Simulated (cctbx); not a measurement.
**A disordered crystal of nominal Sc2Cu3Se5S**

Cell a = 13.6890 Å, b = 11.8100 Å, c = 6.3900 Å, α = 90.00°, β = 90.00°, γ = 90.00°; space group Pnma (no. 62); nominal formula Sc2Cu3Se5S.

Simulated single-crystal data (cctbx): Ga Kα, λ = 1.3414 Å, to d = 0.8 Å, 95 % of the full sphere, strongest reflection 40000 counts, noise from counting, a 4 % proportional error and a noise floor of 8 counts (s.d.); no absorption.

With every site full:

```text
Rint 0.046, 1101 unique reflections to 0.80 A
cycle     R1     wR2    GooF  max shift (A)
   1  0.1525  0.3259   7.462   0.00186
   2  0.0320  0.0764   1.749   0.00005
final R1 0.0320 wR2 0.0764 GooF 1.749  parameters 54  data/parameter 20.4
atom        x        y        z      Ueq    occ   su(xyz)  su(Uiso or U11)
Se1    0.53644  0.92148  0.25396   0.0205  1.000  0.00010  0.0004
Se2    0.54222  0.25000  0.27392   0.0126  1.000  0.00012  0.0004
Se3    0.79492  0.09243  0.25799   0.0192  1.000  0.00010  0.0003
Cu1    0.45316  0.75000  0.36790   0.0231  1.000  0.00021  0.0007
Cu2    0.45171  0.08471  0.36476   0.0400  1.000  0.00021  0.0007
Sc2    0.86551  0.92108  0.50272   0.0347  1.000  0.00021  0.0009
S1     0.79713  0.75000  0.25043   0.0324  1.000  0.00043  0.0012
difference map: max 1.51 min -1.11 rms 0.23
Q1    0.1546  0.0572  0.4593    8    1.55  0.45 A from Sc2
Q2    0.1146  0.0895  0.5740    8    1.41  0.57 A from Sc2
Q3    0.1047  0.0693  0.4573    8    1.37  0.49 A from Sc2
Q4    0.1500  0.1138  0.5004    8    1.16  0.46 A from Sc2
Q5    0.1256  0.7500  0.5328    4    0.74  2.54 A from Se3
Q6    0.0362  0.2500  0.2392    4    0.74  0.12 A from Se2
```

With the occupancies of the suspect sites free, each still typed as its main element:

```text
Rint 0.046, 1101 unique reflections to 0.80 A
cycle     R1     wR2    GooF  max shift (A)
   1  0.1774  0.3640   8.341   0.00075
   7  0.0194  0.0418   0.959   0.00003
final R1 0.0194 wR2 0.0418 GooF 0.958  parameters 56  data/parameter 19.7
atom        x        y        z      Ueq    occ   su(xyz)  su(Uiso or U11)
Se1    0.53644  0.92149  0.25408   0.0206  1.000  0.00005  0.0002
Se2    0.54222  0.25000  0.27392   0.0127  1.000  0.00007  0.0002
Se3    0.79493  0.09241  0.25799   0.0192  1.000  0.00005  0.0002
Cu1    0.45320  0.75000  0.36784   0.0234  1.000  0.00012  0.0004
Cu2    0.45168  0.08478  0.36490   0.0336  0.911  0.00011  0.0004
Sc2    0.86559  0.92104  0.50280   0.0420  1.117  0.00012  0.0005
S1     0.79713  0.75000  0.25051   0.0320  1.000  0.00023  0.0006
su of occupancy Cu2: 0.003
su of occupancy Sc2: 0.004
difference map: max 0.77 min -0.71 rms 0.17
Q1    0.0891  0.2500  0.7944    4    0.79  0.74 A from Cu1
Q2    0.1247  0.7500  0.5372    4    0.78  2.53 A from Se3
Q3    0.2177  0.7500  0.4577    4    0.68  1.72 A from S1
Q4    0.1615  0.7500  0.1004    4    0.67  2.09 A from S1
Q5    0.0296  0.5951  0.7124    8    0.65  1.02 A from Cu2
Q6    0.1038  0.0597  0.9981    8    0.63  2.05 A from Cu2
```

**Question.** What is the disorder?

X-rays count electrons. Cu2 refines to 0.911(0.003), or 26.4 electrons; the site truly holds 0.7 Cu and 0.3 Sc, 26.6 electrons, which is 0.917 of Cu; Sc2 refines to 1.117(0.004), or 23.5 electrons; the site truly holds 0.7 Sc and 0.3 Cu, 23.4 electrons, which is 1.114 of Sc. A value under 1 can't tell vacancies from a lighter guest, and one over 1 needs a heavier guest; chemistry or a second radiation must settle which. Occupancy correlates with U and the scale, and the two elements' form factors differ in shape, so the match is approximate.

Freeing them takes R1 from 0.0320 to 0.0194 and GooF from 1.75 to 0.96.

This is a model crystal, built by substitution and not relaxed, with assumed displacement parameters.

[Middle refinement cycles are left out of these outputs.]

[Logs are printed without paths, hosts, clocks, repeated set-up lines and the standing remarks that a program may print on its own settings, such as how far it seeks lower states.]
